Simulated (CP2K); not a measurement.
Consider quinoline at its PBE geometry (Å).

```xyz
17

C     2.0951    1.1816   -0.2276
C     2.4559   -0.0709    0.3293
C     1.4933   -1.0217    0.6013
C     0.1254   -0.7594    0.3260
N    -0.7948   -1.7350    0.6078
C    -2.0658   -1.4692    0.3426
C    -2.5311   -0.2481   -0.2086
C    -1.6159    0.7420   -0.4947
C    -0.2409    0.5113   -0.2348
C     0.7735    1.4683   -0.5031
H     2.8691    1.9192   -0.4390
H     3.5039   -0.2818    0.5428
H     1.7464   -1.9922    1.0268
H    -2.7803   -2.2642    0.5752
H    -3.5954   -0.1094   -0.3953
H    -1.9307    1.6978   -0.9169
H     0.4923    2.4317   -0.9318
```

Method: CP2K XAS_TDP, all-electron GAPW, PBEh(45%), aug-cc-pVDZ, TDA, GW2X-corrected core level, no relativity.

**Question.** Predict the bright core excitations at the N K edge.

Leading lines: N5 399.17 eV. The leading line of an atom is its first one with 35 % of the strongest within 2.5 eV of its lowest line over the strength cut. Core ionisation energies at this level: N5 405.16 eV.

The first six lines of each atom with a strength over 0.0015:

```
              atom  energy (eV)  states  strength, one atom  above the computed threshold
N5 (bonded to 2 C)       399.17       1              0.0473                              
                         403.33       1              0.0029                              
                         405.06       1              0.0026                              
                         405.64       2              0.0030                           yes
                         406.65       1              0.0045                           yes
                         406.82       1              0.0024                           yes
```

Lines are vertical, at one geometry, with no vibrational structure. GW2X ionisation energies and lines can be off by 1 to 2 eV either way, and a good line position may hide errors that cancel. These values hold no scalar relativity, about 0.2 eV for N 1s. Rydberg lines, and the discretised continuum above threshold, depend on the basis and the box.

[Banner, clock and machine lines of the logs are left out without a mark of their own.]

[Logs are printed without paths, hosts, clocks, repeated set-up lines and the standing remarks that a program may print on its own settings, such as how far it seeks lower states.]

[Hosts, paths, dates, database ids (printed as entryN), source tags and the programs' standing remarks are cut or masked in the printed files.]
